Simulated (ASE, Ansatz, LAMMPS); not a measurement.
## Σ7 (111) twist boundary in Si (84 atoms): support functions against a reference

Aim: test how closely localised support functions follow the reference on Σ7 (111) twist boundary in Si (84 atoms), and at what cost. A setting counts as converged where the r.m.s. difference of forces stays under 1 % of the r.m.s. force.

Method: Kohn-Sham DFT, PBE, PAW (set soft_2), plane waves, in Ansatz 0.2.0.

## (1) The starting structure

The cell holds 84 atoms: 84 Si. Its edges and angles: a = 10.160 Å, b = 10.160 Å, c = 18.604 Å, α = 90.0°, β = 90.0°, γ = 120.0°. It derives from Si (diamond-structure). Diamond-structure Si (a = 5.431 Å); two grains turned against each other by 81.79 deg about [111]; 1 x 1 coincidence cells, 1 lattice periods a grain, two boundaries a cell, upper grain shifted by [0.256, 0.544] of the boundary cell and opened by 0.2 Å, one atom of each pair nearer than 1.293 Å removed; annealed from 300 K for 3 ps and minimised with a classical potential (one cell length free). Regions: lower grain, 42 atoms (42 Si); upper grain, 42 atoms (42 Si).

What the set-up can't give: The host structure and its lattice constant were typed by rule, without a check against the phase diagram. Only the Γ point is sampled, in a cell whose shortest periodic width is 9 Å.

## (2) How the cell was made

A classical potential prepares the built cell, by minimisation and a short run of dynamics.

This step: classical potential: Stillinger-Weber (Stillinger and Weber, Phys. Rev. B 31, 5262 (1985)) (LAMMPS stable Jul 2025 - Update 4).

File in.lammps:

```
units metal
atom_style atomic
boundary p p p
atom_modify map array
read_data structure.data
pair_style sw
pair_coeff * * Si.sw Si
thermo_style custom step temp pe press lx ly lz fmax
thermo 200
timestep 0.001
velocity all create 300 70555 dist gaussian
fix md all nvt temp 300 10 0.1
run 3000
unfix md
min_style cg
minimize 0 1e-4 3000 30000
fix box all box/relax z 0.0 vmax 0.001
minimize 0 1e-4 3000 30000
unfix box
minimize 0 1e-4 2000 20000
write_data relaxed.data nocoeff
```

On the command line:

```console
$ lmp -in in.lammps -log log.lammps -screen none -nocite
```

Numbers of over 12 decimals in the logs are rounded to 6 here.

Log:

```text
LAMMPS (22 Jul 2025 - Update 4)
  84 atoms
   Step          Temp          PotEng         Press            Lx             Ly             Lz            Fmax     
         0   300           -347.50157     -24357.96       10.160471      8.7992257      19.213536      2.2365008    
       200   375.68519     -352.34091     -32274.054      10.160471      8.7992257      19.213536      2.4507351    
       400   222.8513      -353.2826      -32190.383      10.160471      8.7992257      19.213536      2.393784     
       600   241.24048     -354.17762     -32992.291      10.160471      8.7992257      19.213536      1.4269861    
       800   251.62266     -354.03085     -33337.482      10.160471      8.7992257      19.213536      1.4694576    
      1000   191.55053     -354.08458     -32240.721      10.160471      8.7992257      19.213536      1.7028755    
      1200   174.17014     -354.64581     -32143.654      10.160471      8.7992257      19.213536      1.26708      
[... 25 lines left out ...]
Loop time of 0.113955 on 1 procs for 262 steps with 84 atoms
Minimization stats:
  Stopping criterion = force tolerance
  Energy initial, next-to-last, final = 
     -356.599817108856  -357.629590982246  -357.629590982251
  Force two-norm initial, final = 64.184043 9.6095991e-05
  Force max component initial, final = 64.184043 5.5769999e-05
  Iterations, force evaluations = 262 489
   Step          Temp          PotEng         Press            Lx             Ly             Lz            Fmax     
      3310   25.050747     -357.62959     -456.81971      10.160471      8.7992257      18.603717      1.4427705e-05
      3311   25.050747     -357.62959     -456.77721      10.160471      8.7992257      18.603717      1.0748376e-05
Loop time of 0.000383653 on 1 procs for 1 steps with 84 atoms
Minimization stats:
  Stopping criterion = force tolerance
  Energy initial, next-to-last, final = 
     -357.629590982251  -357.629590982251  -357.629590982392
  Force two-norm initial, final = 7.8256927e-05 4.9347083e-05
  Force max component initial, final = 1.4427705e-05 1.0748376e-05
  Iterations, force evaluations = 1 2
```

Run time: 1.4 s. Hardware: 1 thread of Intel Xeon at 2.80GHz (Skylake/Cascade Lake), shared host.

## (3) Plane-wave single point

This run is the reference for what follows, at a cutoff of 420 eV.

File input.yaml:

```yaml
crystal:
  lattice:
    - [10.16047, 0.0, 0.0]
    - [-5.08024, 8.79923, 0.0]
    - [0.0, 0.0, 18.60372]
  atoms:
    - { symbol: Si, position: [0.87375, 0.28911, 0.44911] }
    - { symbol: Si, position: [0.87484, 0.28755, 0.07303] }
    - { symbol: Si, position: [0.84229, 0.05771, 0.11633] }
    - { symbol: Si, position: [0.84229, 0.05771, 0.24151] }
    - { symbol: Si, position: [0.77055, 0.59638, 0.45531] }
    - { symbol: Si, position: [0.74049, 0.57166, 0.06996] }
    - { symbol: Si, position: [0.98791, 0.778, 0.10794] }
    - { symbol: Si, position: [0.98702, 0.77241, 0.23579] }
    - { symbol: Si, position: [0.45269, 0.12945, 0.45531] }
    - { symbol: Si, position: [0.45804, 0.15951, 0.06996] }
    - { symbol: Si, position: [0.69372, 0.33986, 0.12003] }
    - { symbol: Si, position: [0.69427, 0.3423, 0.24631] }
    - { symbol: Si, position: [0.93823, 0.53494, 0.27984] }
    - { symbol: Si, position: [0.94052, 0.53244, 0.40583] }
    - { symbol: Si, position: [0.6478, 0.10082, 0.28164] }
    - { symbol: Si, position: [0.64437, 0.09204, 0.40713] }
    - { symbol: Si, position: [0.61089, 0.85778, 0.44911] }
    - { symbol: Si, position: [0.61245, 0.86043, 0.07303] }
    - { symbol: Si, position: [0.30362, 0.44731, 0.45531] }
    - { symbol: Si, position: [0.32835, 0.44196, 0.06996] }
    - { symbol: Si, position: [0.56014, 0.627, 0.12003] }
    - { symbol: Si, position: [0.5577, 0.62511, 0.24631] }
    - { symbol: Si, position: [0.79918, 0.82012, 0.28164] }
    - { symbol: Si, position: [0.80796, 0.82548, 0.40713] }
    - { symbol: Si, position: [0.04222, 0.02625, 0.44911] }
    - { symbol: Si, position: [0.03957, 0.02516, 0.07303] }
    - { symbol: Si, position: [0.273, 0.20628, 0.12003] }
    - { symbol: Si, position: [0.2749, 0.20574, 0.24631] }
    - { symbol: Si, position: [0.50895, 0.39105, 0.29766] }
    - { symbol: Si, position: [0.50895, 0.39105, 0.43383] }
    - { symbol: Si, position: [0.17562, 0.72438, 0.45143] }
    - { symbol: Si, position: [0.17563, 0.72439, 0.05689] }
    - { symbol: Si, position: [0.41695, 0.91209, 0.10795] }
    - { symbol: Si, position: [0.41226, 0.91299, 0.2358] }
    - { symbol: Si, position: [0.122, 0.48305, 0.10794] }
    - { symbol: Si, position: [0.12759, 0.48774, 0.23579] }
    - { symbol: Si, position: [0.36506, 0.67643, 0.27984] }
    - { symbol: Si, position: [0.36756, 0.68122, 0.40583] }
    - { symbol: Si, position: [0.07988, 0.2522, 0.28164] }
    - { symbol: Si, position: [0.07453, 0.25563, 0.40713] }
    - { symbol: Si, position: [0.22357, 0.96177, 0.27984] }
    - { symbol: Si, position: [0.21878, 0.95948, 0.40583] }
    - { symbol: Si, position: [0.50895, 0.39106, 0.96547] }
    - { symbol: Si, position: [0.50895, 0.39105, 0.57093] }
    - { symbol: Si, position: [0.80973, 0.255, 0.94932] }
    - { symbol: Si, position: [0.81082, 0.25765, 0.57324] }
    - { symbol: Si, position: [0.74405, 0.43421, 0.61652] }
    - { symbol: Si, position: [0.74634, 0.439, 0.74251] }
    - { symbol: Si, position: [0.07212, 0.09027, 0.94932] }
    - { symbol: Si, position: [0.07368, 0.08917, 0.57324] }
    - { symbol: Si, position: [0.0402, 0.28995, 0.61522] }
    - { symbol: Si, position: [0.03677, 0.29531, 0.74072] }
    - { symbol: Si, position: [0.99031, 0.49032, 0.77605] }
    - { symbol: Si, position: [0.99085, 0.48843, 0.90232] }
    - { symbol: Si, position: [0.35622, 0.95591, 0.9524] }
    - { symbol: Si, position: [0.38095, 0.98598, 0.56705] }
    - { symbol: Si, position: [0.31701, 0.15594, 0.61652] }
    - { symbol: Si, position: [0.31951, 0.15365, 0.74252] }
    - { symbol: Si, position: [0.27231, 0.34301, 0.78656] }
    - { symbol: Si, position: [0.26762, 0.33743, 0.91441] }
    - { symbol: Si, position: [0.645, 0.82788, 0.94932] }
    - { symbol: Si, position: [0.64235, 0.82632, 0.57324] }
    - { symbol: Si, position: [0.61005, 0.02339, 0.61522] }
    - { symbol: Si, position: [0.60469, 0.01461, 0.74072] }
    - { symbol: Si, position: [0.55698, 0.20244, 0.78656] }
    - { symbol: Si, position: [0.56257, 0.20334, 0.91442] }
    - { symbol: Si, position: [0.94408, 0.67346, 0.9524] }
    - { symbol: Si, position: [0.91402, 0.66812, 0.56705] }
    - { symbol: Si, position: [0.87661, 0.8598, 0.61522] }
    - { symbol: Si, position: [0.88539, 0.86323, 0.74072] }
    - { symbol: Si, position: [0.84228, 0.05771, 0.78084] }
    - { symbol: Si, position: [0.84228, 0.05772, 0.90602] }
    - { symbol: Si, position: [0.17562, 0.72438, 0.58853] }
    - { symbol: Si, position: [0.17562, 0.72438, 0.72469] }
    - { symbol: Si, position: [0.12687, 0.90969, 0.77605] }
    - { symbol: Si, position: [0.12442, 0.90915, 0.90232] }
    - { symbol: Si, position: [0.22653, 0.54377, 0.9524] }
    - { symbol: Si, position: [0.23188, 0.51905, 0.56704] }
    - { symbol: Si, position: [0.46579, 0.58299, 0.61652] }
    - { symbol: Si, position: [0.461, 0.58049, 0.74251] }
    - { symbol: Si, position: [0.40967, 0.77313, 0.77605] }
    - { symbol: Si, position: [0.41157, 0.77557, 0.90232] }
    - { symbol: Si, position: [0.69756, 0.62769, 0.78656] }
    - { symbol: Si, position: [0.69666, 0.63238, 0.91441] }
kpoints:
  mp_grid: { grid: [1, 1, 1] }
hamiltonian:
  xc: pbe
scf:
  occupations: { method: fermi_dirac, width: 0.05 }
output:
  forces: true
  stress: true
  populations: intrinsic
  dos:
    method: { smearing: { sigma: 0.1 } }
    de: 0.1
    projected:
      site_lists:
        Si: [Si]
        lower_grain: [0, 1, 2, 3, 4, 5, 6, 7, 8, 9, 10, 11, 12, 13, 14, 15, 16, 17, 18, 19, 20, 21, 22, 23, 24, 25, 26, 27, 28, 29, 30, 31, 32, 33, 34, 35, 36, 37, 38, 39, 40, 41]
        upper_grain: [42, 43, 44, 45, 46, 47, 48, 49, 50, 51, 52, 53, 54, 55, 56, 57, 58, 59, 60, 61, 62, 63, 64, 65, 66, 67, 68, 69, 70, 71, 72, 73, 74, 75, 76, 77, 78, 79, 80, 81, 82, 83]
  eigenvalues: true
  write_density: true
  write_potential: true
  volumetric_format: npy
```

On the command line:

```console
$ ansatz run input.yaml --threads 8 --pin off --max-ram 15872MiB --backend cpu --events-out ev --progress --plain --runs-dir out
```

Log:

```text
Warning: the atoms were moved onto the symmetric positions of the space group found under crystal.symmetry.tolerance 1.0e-5 (fractional; no operation is sought that the atoms, as they stand in a round, miss by more than twice it, and no atom is moved by as much as it), and the run uses the moved positions. [...]
Warning: at least one further symmetry operation maps every atom of the structure, as the run holds it, onto an atom to within 2.52e-5 (fractional), and is not used: no operation is sought that the atoms, as the run holds them, miss by more than 2.00e-5, twice crystal.symmetry.tolerance (1.0e-5). [...]
Engine: ansatz 0.2.0, aarch64-unknown-linux-gnu
Pseudopotentials: kind: paw
Pseudopotential: Si, paw, valence charge 4, recommended cutoff 420 eV (normal), Si.paw.azcp
[... 5 lines on functional and potentials left out ...]
Crystal: 84 atoms, lattice volume = 1663.253 Å³
Basis set: ecut = 420 eV, 32523 PW (Γ), exchange–correlation on 144×144×250 points (8 copies of the dense FFT grid, shifted against one another)
Bands: 252, of which v1, the nominal top of the filled ones, is band 168 counted from 1 (167 counted from 0)
Symmetry: 2 space group operations
Space group: C2 (ITA 5), of the structure as read, at distance tolerance 1.2e-4 Å
k-points: 1
[... 3 lines on functional and potentials left out ...]
Initial density: superposition of atomic densities (neutral atoms: chi_scale 0, normalization atom), corrected by the library's trained network
Initial wavefunctions: pseudopotential atomic-orbital guess
Functional: x = pbe(κ = 0.804, μ = 0.219515), c = pbe(β = 0.066725)
SCF iter   1: F=—  HF=-53396.584966 eV  |F-HF|=—  |Δ(HF+E_count)|=         —  Δρ=3.19e-3  dr2=1.15e0  ethr=1.77e-3  ⟨swp⟩=7.0  Hψ=1159  notcnv=0  defer=53
preconditioner: auto → Resta (q_TF=auto, 2.090 Å⁻¹)  ε∞=5.7  [insulator: Δε(μ)=0.416 eV  Ē_g=7.725 eV  σ=0.050 eV  W_gap=0.97  n_scr=246 (ndim 8)  ℏωp=16.7 eV  f_vac=0.000  D(μ)=1.55/eV (n_scr^D=2)  ε∞_Penn≈5.7]
SCF iter   2: F=—  HF=-53396.493139 eV  |F-HF|=—  |Δ(HF+E_count)|=   9.18e-2  Δρ=1.67e-3  dr2=1.74e-1  ethr=3.43e-4  ⟨swp⟩=1.0  Hψ=290  notcnv=0  defer=56
SCF iter   3: F=—  HF=-53396.477194 eV  |F-HF|=—  |Δ(HF+E_count)|=   1.59e-2  Δρ=4.35e-4  dr2=5.23e-3  ethr=5.19e-5  ⟨swp⟩=2.0  Hψ=258  notcnv=0  defer=58
SCF iter   4: F=—  HF=-53396.478202 eV  |F-HF|=—  |Δ(HF+E_count)|=   1.01e-3  Δρ=9.41e-5  dr2=2.89e-4  ethr=1.56e-6  ⟨swp⟩=2.0  Hψ=310  notcnv=0  defer=58
SCF iter   5: F=—  HF=-53396.478358 eV  |F-HF|=—  |Δ(HF+E_count)|=   1.56e-4  Δρ=2.42e-5  dr2=2.32e-5  ethr=8.61e-8  ⟨swp⟩=2.0  Hψ=339  notcnv=0  defer=58
SCF iter   6: F=—  HF=-53396.477977 eV  |F-HF|=—  |Δ(HF+E_count)|=   3.81e-4  Δρ=5.53e-6  dr2=1.12e-6  ethr=6.91e-9  ⟨swp⟩=3.0  Hψ=422  notcnv=0  defer=64
SCF iter   7: F=-53396.477978 eV  HF=-53396.477978 eV  |F-HF|=1.12e-8  |Δ(HF+E_count)|=   4.93e-7  Δρ=1.25e-6  dr2=6.05e-8  ethr=2.98e-11  ⟨swp⟩=18.0  Hψ=2214  notcnv=0
SCF 1 converged in 7 iterations: F = -53396.477978 eV  dr2 = 6.05e-8
  greatest PAW one-centre occupation: 0.661 electrons in one spin orbital (limit 2), on the Si atom at site 43 (counted from 0), in its partial waves of l = 0
SCF converged after 7 iterations
Free energy (F): -53396.477978 eV
Harris-Foulkes:  -53396.477978 eV  (|F-HF|=1.12e-8)
Internal energy: -53396.443019 eV  (E = F + TS)
E sigma→0 (E₀):  -53396.460499 eV
Entropy (-TS):   -0.034959 eV (-0.416 meV/atom)
Fermi energy:    6.566754 eV
--- Per-component energies (eV) ---
  E_band       = 440.830966
  E_kinetic    = 3378.592143
  E_local      = -2167.938797  (includes V_loc(G=0)·N_el)
  E_nonlocal   = 2170.860010
  E_hartree    = 591.203905
  E_xc         = -4629.314769
  E_vxc        = -3918.473069  (∫ρ·V_xc dr)
  E_paw        = -43069.881357  (= ΣΔE_a)
  E_vpaw       = -204.617885  (= ΣTr[D̂ρ^β])
  E_aug_tail   = 0.000517  (compensation charges beyond the density's cutoff)
  E_ewald      = -9669.964671
  E_smearing   = -0.034959  (= −TS)
  E_closure    = -0.000000  (closes the sum)
  Σ components = -53396.477978   (vs F -53396.477978, Δ=0.00e0)
--- Forces (eV/Å), atoms counted from 1 ---
  atom   1  Si    -0.17552176     0.02899352     0.03385956
  atom   2  Si     0.10234390     0.11250664    -0.09738258
  atom   3  Si    -0.00064730     0.00035016     0.11270182
  atom   4  Si     0.00002258     0.00037020     0.00366518
  atom   5  Si     0.17951742     0.17123582    -0.09740116
  atom   6  Si     0.63072581     0.29981590    -0.13644308
  atom   7  Si     0.25990685    -0.34344495     0.25989616
  atom   8  Si    -0.06620835     0.26491448    -0.09743976
  atom   9  Si     0.05722430    -0.24109248    -0.09725989
  atom  10  Si    -0.05617420    -0.69666670    -0.13619753
  atom  11  Si    -0.06841764     0.10502045    -0.10471885
  atom  12  Si    -0.05890465    -0.01577874     0.22019837
  atom  13  Si     0.24046913    -0.02829277    -0.08114328
  atom  14  Si     0.02517781    -0.07050184    -0.21698423
[...]
atom  83  Si    -0.19639208     0.18906035     0.09724887
  atom  84  Si     0.16727517    -0.39612651    -0.25916825
  max |Σ_I F_I| component: 1.22e-6 eV/Å
--- Stress (GPa, compression-positive) ---
       -0.443822       0.000037       0.000409
        0.000037      -0.443779      -0.000236
        0.000410      -0.000236       2.516326
  P = ⅓ Tr σ = 0.5429 GPa (5.429 kbar)
--- Band table (eV) ---
  k-point 0: bands = ["-5.6935", "-5.4120", "-5.2059", "-4.3238", [... 236 levels ...], "9.9974", "10.0271", "10.0271", "10.1123", "10.1123", "10.1217", "10.1667", "10.1667", "10.1683", "10.3088", "10.3088", "10.3846"]
--- intrinsic populations: 84 sites ---
  site symbol       q [e]
     0     Si      4.0107
     1     Si      4.0050
     2     Si      4.0041
[...]
83     Si      3.9684
  spilling = 0.000000 (of n_electrons = 336.000000)
```

It took 10 s on 8 threads of Arm Neoverse V1, shared host; peak memory 1.6 GiB.

The program notes that the atoms just miss a symmetry operation and positions were snapped to a detected symmetry.

Numbers from this run:

- free energy: -53396.4780 eV
- free energy per atom: -635.6724 eV/atom
- SCF cycles: 7
- pressure: 0.5429 GPa
- r.m.s. force component: 0.1951 eV/Å
- longest force: 0.9176 eV/Å
- Fermi energy: 6.567 eV
- spacing of highest filled and lowest empty level: 0.3369 eV
- levels partly filled by over 2 per cent: 2

Neighbours are counted within 2.68 Å (Si-Si).

Length of the force by element and coordination:

| element | coordination | atoms | mean length of the force (eV/Å) | spread | least | most |
| --- | --- | --- | --- | --- | --- | --- |
| Si | all | 84 | 0.281 | 0.187 | 0.0037 | 0.918 |
| Si | 3 | 8 | 0.632 | 0.138 | 0.393 | 0.712 |
| Si | 4 | 74 | 0.226 | 0.103 | 0.0037 | 0.503 |
| Si | 5 | 2 | 0.918 | 0 | 0.918 | 0.918 |

Intrinsic-atomic-orbital charges by element and coordination:

| element | coordination | atoms | mean charge (e) | spread | least | most |
| --- | --- | --- | --- | --- | --- | --- |
| Si | all | 84 | 0 | 0.0222 | -0.0656 | 0.0456 |
| Si | 3 | 8 | -0.0307 | 0.0201 | -0.0656 | -0.0191 |
| Si | 4 | 74 | 0.0026 | 0.0197 | -0.0388 | 0.0456 |
| Si | 5 | 2 | 0.0274 | 0 | 0.0274 | 0.0274 |

By region:

| region | atoms | mean length of the force (eV/Å) | net charge (e) |
| --- | --- | --- | --- |
| lower grain | 42 | 0.281 | 0 |
| upper grain | 42 | 0.281 | 0 |

States in the cell by windows of 1 eV, zero at the Fermi level; the larger projections on atomic orbitals stand beside the total:

| from (eV) | to (eV) | total | Si p | lower grain | upper grain | Si s |
| --- | --- | --- | --- | --- | --- | --- |
| -13 | -12 | 2.7 | 0.1 | 1.3 | 1.3 | 2.5 |
| -12 | -11 | 3.4 | 0.5 | 1.7 | 1.7 | 2.9 |
| -11 | -10 | 39.7 | 12.3 | 19.8 | 19.8 | 27.2 |
| -10 | -9 | 25.8 | 8.7 | 12.8 | 12.8 | 16.9 |
| -9 | -8 | 12.4 | 4.1 | 6.2 | 6.2 | 8.2 |
| -8 | -7 | 17.0 | 8.2 | 8.5 | 8.5 | 8.8 |
| -7 | -6 | 23.9 | 12.8 | 11.9 | 11.9 | 11.0 |
| -6 | -5 | 32.4 | 19.2 | 16.1 | 16.1 | 12.9 |
| -5 | -4 | 19.5 | 16.7 | 9.7 | 9.7 | 2.6 |
| -4 | -3 | 61.4 | 57.6 | 30.4 | 30.4 | 3.3 |
| -3 | -2 | 44.4 | 40.8 | 21.9 | 21.9 | 3.1 |
| -2 | -1 | 28.1 | 27.1 | 13.8 | 13.8 | 0.5 |
| -1 | 0 | 25.2 | 23.0 | 12.2 | 12.2 | 1.5 |
| 0 | 1 | 12.5 | 8.0 | 5.8 | 5.8 | 3.5 |
| 1 | 2 | 34.9 | 20.5 | 15.1 | 15.1 | 9.7 |
| 2 | 3 | 68.1 | 42.0 | 26.9 | 26.9 | 11.8 |

The levels nearest the highest filled one (over half full), pooled over k-points and spins:

| level less the highest filled one (eV) | occupation |
| --- | --- |
| -0.318 | 2 |
| -0.318 | 2 |
| -0.194 | 2.00 |
| -0.194 | 2.00 |
| -0.148 | 2.00 |
| 0 | 1.93 |
| 0.337 | 0.066 |
| 0.494 | 0.003 |
| 0.494 | 0.003 |
| 0.506 | 0.002 |
| 0.884 | 0 |
| 0.995 | 0 |

Planar average of the electrostatic potential energy along the normal, with the Fermi level as zero, after a running mean with a triangular window 4 Å wide at its base:

| height (Å) | potential energy (eV) |
| --- | --- |
| 0.0 | -4.84 |
| 0.6 | -5.04 |
| 1.0 | -5.78 |
| 1.6 | -6.34 |
| 2.1 | -5.93 |
| 2.7 | -4.59 |
| 3.1 | -3.84 |
| 3.7 | -4.20 |
| 4.2 | -5.21 |
| 4.8 | -6.18 |
| 5.2 | -5.95 |
| 5.8 | -4.68 |
| 6.4 | -3.79 |
| 6.8 | -4.14 |
| 7.4 | -5.47 |
| 7.9 | -6.19 |
| 8.5 | -6.02 |
| 8.9 | -5.30 |
| 9.5 | -4.72 |
| 10.0 | -5.11 |
| 10.6 | -6.06 |
| 11.0 | -6.27 |
| 11.6 | -5.40 |
| 12.1 | -4.36 |
| 12.7 | -3.80 |
| 13.2 | -4.75 |
| 13.7 | -5.76 |
| 14.3 | -6.16 |
| 14.7 | -5.48 |
| 15.3 | -4.14 |
| 15.8 | -3.78 |
| 16.4 | -4.66 |
| 16.8 | -5.71 |
| 17.4 | -6.34 |
| 17.9 | -5.96 |
| 18.5 | -5.00 |

Electrostatic potential energy in the ca plane at fractional y = 0.015, with atoms of Si within 0.2 Å of it. With pseudopotentials it is smooth inside the atoms' cores, unlike the true potential.

Values in eV, 13 rows by 16 columns, each cell a mean:
```
  2  -8   7   8   8  10   3  -7   6   2   8   8   6   9   5   2
  8 -11  -7 -11  -7   9   9   9  10   9   9   6 -18   1 -19   3
  8 -19 -15 -19 -15   9  10   9  10   9  10   4 -31  -3 -31   0
  9   3   4   3   3   9   6   8   9   5   6   4  -1   7   1   7
  9   8   9   8  -5   4  -9   4   8 -21 -16 -21 -16   9   9  10
  9   7   8   6  -5   4  -9   5   8 -21 -15 -21 -16   9  10  10
  8   1   4   1   3   9   6   7   4  -3   6   5   5   9   7   4
  5   2   6   3   5  10   7   2 -14 -27   8  10   9  10   0 -21
  7   7   9   7  -1   6   0   4  -5 -14   8   9   9  10   2 -14
  9   9  10   5 -30  -2 -28   2   8   6   8   7   4   8   5   6
  9   8   9   7  -9   4 -10   4   9   8   8   7  -1   6  -1   7
 -1 -13   8  10   8   9  -1 -14   4  -1   9   9   5   8   2  -1
-13 -34   6  10  10  10 -11 -35  -2 -14   8   9   9  10   1 -14
```
Columns run along c (18.6 Å; values clipped at the 3rd and 97th percentile), rows up along a (10.2 Å). Atoms in or near the plane, at fractional coordinates: Si at (0.45, 0.04), Si at (0.07, 0.04), Si at (0.62, 0.61), Si at (0.74, 0.60).

[end of part 1 of 2]

[Logs are printed without paths, hosts, clocks, repeated set-up lines and the standing remarks that a program may print on its own settings, such as how far it seeks lower states.]

[Hosts, paths, dates, database ids (printed as entryN), source tags and the programs' standing remarks are cut or masked in the printed files.]
